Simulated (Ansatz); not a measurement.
# BaPbS3 (model cell, started as cubic perovskite with Pb in the octahedra): following an unstable mode

Wanted: the energy along a soft mode of BaPbS3 (model cell, started as cubic perovskite with Pb in the octahedra) and the structure at the end.

Calculated with Ansatz 0.2.0; DFT PBEsol, scalar-relativistic, plane waves, PAW; PAW set soft_1.

The structure was built from a prototype and need not be the compound's stable phase.

## Step 1: Starting point

It takes space group Pm-3m (No. 221, cubic). Conventional cell: a = 5.156 Å, b = 5.156 Å, c = 5.156 Å, α = 90.00°, β = 90.00°, γ = 90.00°. Nearest to Ba lie 12 S at 3.65 Å. Pb has 6 S at 2.58 Å nearest. Nearest to S lie 2 Pb at 2.58 Å and 4 Ba at 3.65 Å. Farther neighbours and most contacts between anions are not listed.

## Step 2: Phonons on a q mesh

The cell comes from relaxations at this level that are not shown. Stability and thermal properties need the whole zone. Linear response on a 2×2×2 q mesh gives force constants as far as a supercell of that size would.

The input, input.yaml:

```yaml
crystal:
  lattice:
    - [5.1559839981, 0.0, 0.0]
    - [0.0, 5.1559839981, 0.0]
    - [0.0, 0.0, 5.1559839981]
  atoms:
    - { symbol: Ba, position: [0.0, 0.0, 0.0] }
    - { symbol: Pb, position: [0.5, 0.5, 0.5] }
    - { symbol: S, position: [0.5, 0.5, 0.0] }
    - { symbol: S, position: [0.5, 0.0, 0.5] }
    - { symbol: S, position: [0.0, 0.5, 0.5] }
kpoints:
  mp_grid: { grid: [8, 8, 8] }
hamiltonian:
  xc: pbesol
  pseudopotentials: { kind: paw, azcp: { folder: soft_1 }, xc_functional: pbe }
scf:
  occupations: { method: methfessel_paxton, width: 0.2 }
output:
  eigenvalues: true
phonons:
  method: dfpt
  qmesh: [2, 2, 2]
  temperatures: { t_max: 1000, t_step: 50 }
  qpath:
    path:
      - [[0.0, 0.0, 0.0], [0.0, 0.5, 0.0], [0.5, 0.5, 0.0], [0.0, 0.0, 0.0], [0.5, 0.5, 0.5], [0.0, 0.5, 0.0]]
      - [[0.5, 0.5, 0.5], [0.5, 0.5, 0.0]]
    npoints: 10
```

On the command line:

```sh
$ ansatz run input.yaml --threads 4 --pin off --max-ram 16384MiB --backend cpu --events-out ev --progress --plain --runs-dir out
```

Numbers of over 12 decimals in the logs are rounded to 6 here.

What it wrote:

```text
Engine: ansatz 0.2.0, aarch64-unknown-linux-gnu
Pseudopotentials: kind: paw
Pseudopotential: Ba, paw, valence charge 10, recommended cutoff 420 eV (normal), soft_1/Ba.paw.azcp
Pseudopotential: Pb, paw, valence charge 14, recommended cutoff 420 eV (normal), soft_1/Pb.paw.azcp
Pseudopotential: S, paw, valence charge 6, recommended cutoff 420 eV (normal), soft_1/S.paw.azcp
Functional definition: PBEsol
  exchange = pbesol_x
  correlation = pbesol_c
Crystal: 5 atoms, lattice volume = 137.068 Å³
Basis set: ecut = 420 eV, 2721 PW (Γ), exchange–correlation on 72×72×72 points (8 copies of the dense FFT grid, shifted against one another)
Bands: 26, of which v1, the nominal top of the filled ones, is band 21 counted from 1 (20 counted from 0)
Symmetry: 48 space group operations
k-points: 35 of 512
Non-local potential: Ba, projectors of the file, l = 0: 3, l = 1: 2, l = 2: 2, l = 3: 2
Non-local potential: Pb, projectors of the file, l = 0: 2, l = 1: 2, l = 2: 2, l = 3: 1
Non-local potential: S, projectors of the file, l = 0: 2, l = 1: 2, l = 2: 1
PAW form: soft (Blöchl's): semilocal exchange-correlation on the pseudo side does not see the compensation charge
PAW frozen core: Ba, regenerated for the run's functional, and the local potential with it (the file was generated under x = pbe(κ = 0.804, μ = 0.219515), c = pbe(β = 0.066725))
PAW frozen core: Pb, regenerated for the run's functional, and the local potential with it (the file was generated under x = pbe(κ = 0.804, μ = 0.219515), c = pbe(β = 0.066725))
PAW frozen core: S, regenerated for the run's functional, and the local potential with it (the file was generated under x = pbe(κ = 0.804, μ = 0.219515), c = pbe(β = 0.066725))
PAW one-centre angular grid: Ba, 194 points (default); XC on 64 Gauss nodes
PAW one-centre angular grid: Pb, 590 points (default); XC on 64 Gauss nodes
PAW one-centre angular grid: S, 110 points (default); XC on 64 Gauss nodes
Initial density: superposition of atomic densities (chi_scale 0.1, normalization cell, long waves kept (reshape's long-wave potential 0.00 eV rms))
Initial wavefunctions: pseudopotential atomic-orbital guess
Functional: x = pbesol(κ = 0.804, μ = 0.123457), c = pbesol(β = 0.046)
SCF iter   1: F=—  HF=-20280.338826 eV  |F-HF|=—  |Δ(HF+E_count)|=         —  Δρ=3.34e-2  dr2=4.99e0  ethr=3.10e-3  ⟨swp⟩=11.6  Hψ=5984  notcnv=0
preconditioner: auto → Kerker (q_TF=auto, 2.240 Å⁻¹)  [metal: Δε(μ)=0.065 eV  Ē_g=11.184 eV  σ=0.200 eV  W_gap=0.27  n_scr=26 (ndim 8)  ℏωp=20.1 eV  f_vac=0.000  D(μ)=2.60/eV (n_scr^D=18)]
SCF iter   2: F=—  HF=-20279.256190 eV  |F-HF|=—  |Δ(HF+E_count)|=    1.08e0  S|Δr|=    0.00e0  Δρ=2.07e-2  dr2=2.21e0  ethr=3.10e-3  ⟨swp⟩=3.2  Hψ=2069  notcnv=0  defer=25
SCF iter   3: F=—  HF=-20278.463585 eV  |F-HF|=—  |Δ(HF+E_count)|=   7.93e-1  S|Δr|=    0.00e0  Δρ=5.75e-3  dr2=2.03e-1  ethr=3.10e-3  ⟨swp⟩=4.7  Hψ=2154  notcnv=0  defer=26
SCF iter   4: F=—  HF=-20278.391930 eV  |F-HF|=—  |Δ(HF+E_count)|=   7.17e-2  S|Δr|=    0.00e0  Δρ=2.57e-3  dr2=1.84e-2  ethr=4.84e-4  ⟨swp⟩=5.0  Hψ=2135  notcnv=0  defer=20
SCF iter   5: F=—  HF=-20278.388320 eV  |F-HF|=—  |Δ(HF+E_count)|=   3.61e-3  S|Δr|=    0.00e0  Δρ=6.80e-4  dr2=1.13e-3  ethr=4.38e-5  ⟨swp⟩=2.4  Hψ=1436  notcnv=0  defer=17
SCF iter   6: F=—  HF=-20278.388389 eV  |F-HF|=—  |Δ(HF+E_count)|=   6.88e-5  S|Δr|=    0.00e0  Δρ=1.49e-4  dr2=4.60e-5  ethr=2.69e-6  ⟨swp⟩=2.2  Hψ=1421  notcnv=0  defer=17
SCF iter   7: F=—  HF=-20278.388422 eV  |F-HF|=—  |Δ(HF+E_count)|=   3.34e-5  S|Δr|=    0.00e0  Δρ=3.26e-5  dr2=1.43e-6  ethr=1.09e-7  ⟨swp⟩=2.1  Hψ=1476  notcnv=0  defer=17
SCF iter   8: F=—  HF=-20278.388425 eV  |F-HF|=—  |Δ(HF+E_count)|=   3.03e-6  S|Δr|=    0.00e0  Δρ=8.70e-6  dr2=1.58e-7  ethr=3.41e-9  ⟨swp⟩=2.2  Hψ=1578  notcnv=0  defer=18
SCF iter   9: F=—  HF=-20278.388425 eV  |F-HF|=—  |Δ(HF+E_count)|=   1.93e-7  S|Δr|=    0.00e0  Δρ=3.18e-6  dr2=1.86e-8  ethr=3.77e-10  ⟨swp⟩=2.0  Hψ=1543  notcnv=0  defer=18
SCF iter  10: F=—  HF=-20278.388425 eV  |F-HF|=—  |Δ(HF+E_count)|=   8.28e-9  S|Δr|=    0.00e0  Δρ=1.46e-6  dr2=2.71e-9  ethr=4.43e-11  ⟨swp⟩=2.1  Hψ=1523  notcnv=0  defer=18
SCF iter  11: F=—  HF=-20278.388425 eV  |F-HF|=—  |Δ(HF+E_count)|=  2.98e-10  S|Δr|=    0.00e0  Δρ=3.18e-7  dr2=1.57e-10  ethr=6.45e-12  ⟨swp⟩=2.0  Hψ=1552  notcnv=0  defer=18
SCF iter  12: F=-20278.388425 eV  HF=-20278.388425 eV  |F-HF|=1.09e-11  |Δ(HF+E_count)|=  5.09e-11  S|Δr|=    0.00e0  Δρ=4.40e-8  dr2=2.64e-12  ethr=1.00e-12  ⟨swp⟩=14.3  Hψ=7795  notcnv=0
the search or the solves at the SCF's close seem to have found levels that the self-consistency loop had missed (the run counts 1). By its estimate they hold under 1e-12 electrons; where the run keeps them, the occupations were computed again with them
SCF 1 converged in 12 iterations: F = -20278.388425 eV  dr2 = 2.64e-12
  greatest PAW one-centre occupation: 0.980 electrons in one spin orbital (limit 2), on the Pb atom at site 1 (counted from 0), in its partial waves of l = 2
Initial density: read from a saved state, or passed on in memory by an earlier SCF of this step, an earlier step, the calling program or the single point that the run made first
iter 1 solved again at ethr=3.14e-7 eV; its pass at ethr=3.10e-3 eV (dr2=1.32e-4 eV) is discarded
SCF iter   1: F=—  HF=-20278.388427 eV  |F-HF|=—  |Δ(HF+E_count)|=         —  Δρ=1.42e-6  dr2=2.10e-9  ethr=3.14e-7  ⟨swp⟩=4.2  Hψ=8127  notcnv=0
eigensolver tolerance schedule: the retry pair's looser diagonalisation over-reported the residual by 62671.20 of it (diagonalisation noise at an unbounded share of the residual, at the tolerance the schedule requests for it); recorded, not acted on — ethr = c·dr2/N_el stays at c = 1.0e-1
preconditioner: auto → Kerker (q_TF=auto, 2.240 Å⁻¹)  [metal: Δε(μ)=0.021 eV  Ē_g=12.503 eV  σ=0.200 eV  W_gap=0.09  n_scr=26 (ndim 8)  ℏωp=20.1 eV  f_vac=0.000  D(μ)=3.11/eV (n_scr^D=18)]
SCF iter   2: F=—  HF=-20278.388425 eV  |F-HF|=—  |Δ(HF+E_count)|=   1.83e-6  S|Δr|=    0.00e0  Δρ=6.87e-7  dr2=4.54e-10  ethr=5.01e-12  ⟨swp⟩=4.7  Hψ=2817  notcnv=0
SCF iter   3: F=—  HF=-20278.388425 eV  |F-HF|=—  |Δ(HF+E_count)|=  1.13e-10  S|Δr|=    0.00e0  Δρ=4.66e-7  dr2=2.07e-10  ethr=1.08e-12  ⟨swp⟩=1.2  Hψ=917  notcnv=0
SCF iter   4: F=—  HF=-20278.388425 eV  |F-HF|=—  |Δ(HF+E_count)|=  6.18e-11  S|Δr|=    0.00e0  Δρ=2.27e-7  dr2=5.03e-11  ethr=1.00e-12  ⟨swp⟩=1.0  Hψ=910  notcnv=0
SCF iter   5: F=—  HF=-20278.388425 eV  |F-HF|=—  |Δ(HF+E_count)|=  1.46e-11  S|Δr|=    0.00e0  Δρ=1.08e-7  dr2=1.18e-11  ethr=1.00e-12  ⟨swp⟩=1.0  Hψ=910  notcnv=0
SCF iter   6: F=-20278.388425 eV  HF=-20278.388425 eV  |F-HF|=0.00e0  |Δ(HF+E_count)|=    0.00e0  S|Δr|=    0.00e0  Δρ=7.15e-8  dr2=5.22e-12  ethr=1.00e-12  ⟨swp⟩=4.7  Hψ=2752  notcnv=0
SCF 2 converged in 6 iterations: F = -20278.388425 eV  dr2 = 5.22e-12
phonons: the bands overlap, so this run is a metal and interpolates without the dipole-dipole term. If the crystal is really an insulator or semiconductor, its LO-TO splitting is missing
NSCF: frozen V_eff on 35 k-points
WARN: eigensolver did not converge in 2 slots of this pass, the one above among them; of largest residual over every band (k=12): 1 band(s) unlocked (lowest unlocked band 25, counted from 0; max residual 7.46e-3 eV among the unlocked bands, 7.46e-3 eV over every band); of lowest unlocked band (k=12): band 25
NSCF: frozen V_eff on 125 k-points
DFPT response loops at q = (0, 0, 0) (fractional): preconditioner auto → Kerker (q_TF=auto, 2.240 Å⁻¹) (partly filled bands, converged f_vac=0.000); β = 1.00, the filter's whole step (`scf.mixing.beta` (0.50) is not read by the response loops under this deck's `scf.mixing.preconditioner`; to damp them name `kerker` or `kerker_dos`, under which they read `scf.mixing.beta`, and type it under 1.00, their step now; both keys bind the ground state too); Broyden in place of MSR1
NSCF: frozen V_eff on 250 k-points
DFPT response loops at q = (0, 0, -0.5) (fractional): mixed as the last ones told, above
NSCF: frozen V_eff on 250 k-points
DFPT response loops at q = (0, -0.5, -0.5) (fractional): mixed as the last ones told, above
NSCF: frozen V_eff on 250 k-points
DFPT response loops at q = (-0.5, -0.5, -0.5) (fractional): mixed as the last ones told, above
SCF converged after 12 iterations
Stability not checked: this state was not tested for a lower state beside it, because cold or Methfessel-Paxton smearing, or corrected tetrahedra, fill the levels in a way that the test cannot read (fill_not_monotonic; see scf.lower_state_search)
Free energy (F): -20278.388425 eV
Harris-Foulkes:  -20278.388425 eV  (|F-HF|=1.09e-11)
Internal energy: -20278.384702 eV  (E = F + TS)
E sigma→0 (E₀):  -20278.387495 eV
Entropy (-TS):   -0.003723 eV (-0.745 meV/atom)
Fermi energy:    6.564651 eV
--- Per-component energies (eV) ---
  E_band       = -126.272682
  E_kinetic    = 768.260257
  E_local      = -2074.851323  (includes V_loc(G=0)·N_el)
  E_nonlocal   = 508.979245
  E_hartree    = 766.807276
  E_xc         = -661.662916
  E_vxc        = -510.376702  (∫ρ·V_xc dr)
  E_paw        = -17136.061752  (= ΣΔE_a)
  E_vpaw       = -351.898741  (= ΣTr[D̂ρ^β])
  E_aug_tail   = -0.000010  (compensation charges beyond the density's cutoff)
  E_ewald      = -2450.254934
  E_core_change = 0.399456  (= ΣΔE_core)
  E_smearing   = -0.003723  (= −TS)
  E_closure    = -0.000000  (closes the sum)
  Σ components = -20278.388425   (vs F -20278.388425, Δ=0.00e0)
--- Band table (eV; the first three rows and the last of 35) ---
  k-point 0: bands = [... 17 lower, 5.7340, 5.7340, 6.0499, 6.0499, 6.0499, 9.6765, 9.6765, 10.0654, ... 1 higher]
  k-point 1: bands = [... 17 lower, 5.6768, 5.6768, 5.9938, 6.0001, 6.0001, 9.8203, 9.9108, 10.3507, ... 1 higher]
  k-point 2: bands = [... 17 lower, 5.5523, 5.5523, 5.8787, 5.8787, 6.1658, 10.2201, 10.4869, 10.6330, ... 1 higher]
  k-point 34: bands = [... 17 lower, 6.2989, 6.8070, 6.8070, 6.8070, 9.5695, 9.5695, 9.5695, 10.7287, ... 1 higher]
--- Phonons (Γ-DFPT): 4 representative perturbations + reference (Σ response iterations 12) ---
  ASR residual: 4.610e-5 → 0.000e0 eV/Å²; symmetrization residual: 1.196e-5 eV/Å²
  ASR residual per site (eV/Å²): 4.61e-5 2.66e-5 5.21e-6 5.21e-6 5.21e-6
  Γ frequencies (cm⁻¹): -69.29 -69.29 -69.29 -54.14 -54.14 -54.14 0.00 0.00 0.00 34.81 34.81 34.81 317.12 317.12 317.12
--- Phonons (arbitrary-q DFPT): 4 irreducible q on the 2×2×2 mesh ---
  q = [0.0000, 0.0000, 0.0000] (star 1, of the zone-centre solve; hermiticity 2.25e-6, symmetrization 1.08e-12): -69.29 -69.29 -69.29 -54.14 -54.14 -54.14 -0.00 -0.00 0.00 34.81 34.81 34.81 317.12 317.12 317.12
  q = [0.0000, 0.0000, -0.5000] (star 3, 9 solved perturbations in 975 linear systems a pass and spin channel, the states on 125 of 512 k-point pairs; hermiticity 2.41e-6, symmetrization 3.68e-8): -52.10 -52.10 -43.26 -42.23 -42.23 25.22 25.22 30.19 35.80 35.80 52.73 125.68 273.49 321.03 321.03
  q = [0.0000, -0.5000, -0.5000] (star 3, 9 solved perturbations in 975 linear systems a pass and spin channel, the states on 125 of 512 k-point pairs; hermiticity 1.14e-6, symmetrization 8.68e-9): -94.59 -69.71 -69.71 -16.40 -16.40 -5.82 45.46 54.38 54.38 82.28 126.76 126.76 274.43 291.20 324.86
  q = [-0.5000, -0.5000, -0.5000] (star 1, 4 solved perturbations in 350 linear systems a pass and spin channel, the states on 125 of 512 k-point pairs; hermiticity 7.95e-8, symmetrization 5.65e-9): -103.44 -103.44 -103.44 -54.98 -54.98 -54.98 77.35 77.35 77.35 126.80 126.80 126.80 273.68 273.68 323.41
  sum rule: each row above includes the acoustic sum rule's correction from the zone centre's row sums; it moved no ω² by more than (0.30 cm⁻¹)²
  mesh force constants: q→R imaginary residual 3.76e-18; ASR residual 4.610e-5 → 0.000e0 eV/Å²; symmetrization residual 1.243e-14 eV/Å²
  interpolated dispersion: 62 rows × 15 modes
  density of states and harmonic sums: on the 12×12×12 q-mesh, interpolated from the force constants of a 2×2×2 supercell (no non-analytic term)
  largest difference from the sums on the solved wave vectors: F 9.38e-2 eV, S 1.35e-4 and C_V 4.10e-5 eV/K
  zero-point energy: 0.082832 eV/cell   skipped modes (ω ≤ 0): 472, of them read as no rigid motion or as one in doubt: 469 (5.523e0 modes/cell left out, lowest -103.44 cm⁻¹)   left out of the sums: 3.68e-1 of the cell's modes: C_V's classical limit lies that fraction below 3 k_B per atom; for a crystal, a wire or a layer, F and S can be off by more, and a phonons.interpolated_qmesh denser along its periods is the remedy for the sampling
```

The job ended after 3.7 min (4 threads of Arm Neoverse V2, shared host; peak memory 1.4 GiB; 14 min of CPU time).

Numbers from this step:

```yaml
volume_per_atom: 27.41 Å³
gap_on_the_k_mesh: 0 eV
sum_rule_residual_before_enforcement: 4.61e-5 eV/Å²
lowest_frequency_on_the_path: -103.4 cm⁻¹
point_group: m-3m
highest_frequency_on_the_path_or_at_a_solved_wavevector: 324.9 cm⁻¹
highest_optical_mode_at_the_zone_centre_no_lo_to_term: 317.1 cm⁻¹
lowest_optical_zone_centre_mode: -69.29 cm⁻¹
lowest_mode_on_the_q_mesh_acoustic_modes_at_gamma_apart: -103.4 cm⁻¹
```

Frequencies (cm⁻¹) solved at each irreducible wavevector; negative means imaginary. Frequencies by wavevector, by row:

| q in reciprocal lattice units | star | mode 1 | mode 2 | mode 3 | mode 4 | mode 13 | mode 14 | mode 15 |
| --- | --- | --- | --- | --- | --- | --- | --- | --- |
| 0 0 0 | 1 | -69.3 | -69.3 | -69.3 | -54.1 | 317.1 | 317.1 | 317.1 |
| 0 0 -0.5 | 3 | -52.1 | -52.1 | -43.3 | -42.2 | 273.5 | 321 | 321 |
| 0 -0.5 -0.5 | 3 | -94.6 | -69.7 | -69.7 | -16.4 | 274.4 | 291.2 | 324.9 |
| -0.5 -0.5 -0.5 | 1 | -103.4 | -103.4 | -103.4 | -55 | 273.7 | 273.7 | 323.4 |

Interpolated from a 2×2×2 q mesh. Phonon branches along the path, in cm⁻¹:

| point | branch 1 | branch 2 | branch 3 | branch 4 | branch 12 | branch 13 | branch 14 | branch 15 |
| --- | --- | --- | --- | --- | --- | --- | --- | --- |
| Γ | -69 | -69 | -69 | -54 | 35 | 317 | 317 | 317 |
| halfway | -62 | -62 | -49 | -48 | 85 | 298 | 319 | 319 |
| X | -52 | -52 | -43 | -42 | 126 | 274 | 321 | 321 |
| halfway | -82 | -60 | -56 | -42 | 126 | 277 | 305 | 323 |
| M | -95 | -70 | -70 | -16 | 127 | 274 | 291 | 325 |
| halfway | -75 | -59 | -54 | -50 | 88 | 297 | 304 | 321 |
| Γ | -69 | -69 | -69 | -54 | 35 | 317 | 317 | 317 |
| halfway | -77 | -74 | -74 | -43 | 92 | 298 | 298 | 315 |
| R | -103 | -103 | -103 | -55 | 127 | 274 | 274 | 323 |
| halfway | -87 | -81 | -75 | -49 | 126 | 278 | 299 | 318 |
| X | -52 | -52 | -43 | -42 | 126 | 274 | 321 | 321 |
| jump to R | -103 | -103 | -103 | -55 | 127 | 274 | 274 | 323 |
| halfway | -99 | -88 | -88 | -49 | 127 | 274 | 288 | 321 |
| M | -95 | -70 | -70 | -16 | 127 | 274 | 291 | 325 |

Symmetry leaves 4 wavevectors to solve. The lowest mode among them, the acoustic zeros apart, lies at q = (-0.5, -0.5, -0.5) and is imaginary, 103.4i cm⁻¹, so the energy falls along it.

## Step 3: The mode frozen in, largest atomic shift 0 Å

The mode followed lies at q = (-0.5, -0.5, -0.5) with frequency 103.4i cm⁻¹ and is 3-fold degenerate, the softest among the wavevectors solved. At small amplitude the distorted cell has space group no. 167 by a symmetry search on the positions. The undistorted cell that holds it gives the zero of energy on the same k mesh.

System of this step: BaPbS3 (model cell, started as cubic perovskite with Pb in the octahedra). It takes space group Pm-3m (No. 221, cubic). Conventional cell: a = 5.156 Å, b = 5.156 Å, c = 5.156 Å, α = 90.00°, β = 90.00°, γ = 90.00°. Nearest to Ba lie 12 S at 3.65 Å. Nearest to Pb lie 6 S at 2.58 Å. Nearest to S lie 2 Pb at 2.58 Å and 4 Ba at 3.65 Å. Farther neighbours and most contacts between anions are not listed.

input.yaml, the sections that differ from step 2:

```yaml
crystal:
  lattice:
    - [5.1559839981, 5.1559839981, 0.0]
    - [5.1559839981, 0.0, 5.1559839981]
    - [5.1559839981, 0.0, -5.1559839981]
  atoms:
    - { symbol: Ba, position: [0.0, 0.5, 0.5] }
    - { symbol: Ba, position: [0.0, 0.0, 0.0] }
    - { symbol: Pb, position: [0.5, 0.25, 0.75] }
    - { symbol: Pb, position: [0.5, 0.75, 0.25] }
    - { symbol: S, position: [0.5, 0.5, 0.5] }
    - { symbol: S, position: [0.5, 0.0, 0.0] }
    - { symbol: S, position: [0.0, 0.0, 0.5] }
    - { symbol: S, position: [0.0, 0.5, 0.0] }
    - { symbol: S, position: [0.5, 0.5, 0.0] }
    - { symbol: S, position: [0.5, 0.0, 0.5] }
output:
  forces: true
  stress: true
  eigenvalues: true
# kpoints, hamiltonian, scf: as in step 2
# phonons: removed
```

What it wrote:

```text
[...]
Crystal: 10 atoms, lattice volume = 274.135 Å³
Basis set: ecut = 420 eV, 5329 PW (Γ), exchange–correlation on 100×100×100 points (8 copies of the dense FFT grid, shifted against one another)
Bands: 52, of which v1, the nominal top of the filled ones, is band 42 counted from 1 (41 counted from 0)
Symmetry: 96 space group operations
[...]
k-points: 29 of 512
[...]
k-point 0: bands = [... 38 lower, 6.2886, 6.2886, 6.8163, 6.8163, 6.8163, 9.5557, 9.5557, 9.5557, ... 6 higher]
  k-point 1: bands = [... 38 lower, 6.0525, 6.0525, 6.7013, 6.7013, 6.7651, 9.1557, 9.8195, 9.8195, ... 6 higher]
  k-point 2: bands = [... 38 lower, 6.0713, 6.0713, 6.5257, 6.5257, 6.6254, 8.2927, 10.1070, 10.1070, ... 6 higher]
  k-point 28: bands = [... 38 lower, 5.8061, 5.8061, 6.2198, 6.2198, 8.1384, 8.1384, 10.7432, 10.7432, ... 6 higher]
[key lines of the parts left out:]
SCF converged after 9 iterations
Free energy (F): -40556.756788 eV
Fermi energy:    6.589332 eV
P = ⅓ Tr σ = -0.1135 GPa (-1.135 kbar)
```

It took 7.4 s on 4 threads; peak memory 0.84 GiB.

Numbers from this step:

| Quantity | Value |
| --- | --- |
| pressure | -0.1135 GPa |
| energy from the undistorted cell | 0 meV/atom |

The run ends at a pressure of -0.11 GPa.

[end of part 1 of 3]

[Logs are printed without paths, hosts, clocks, repeated set-up lines and the standing remarks that a program may print on its own settings, such as how far it seeks lower states.]

[Hosts, paths, dates, database ids (printed as entryN), source tags and the programs' standing remarks are cut or masked in the printed files.]
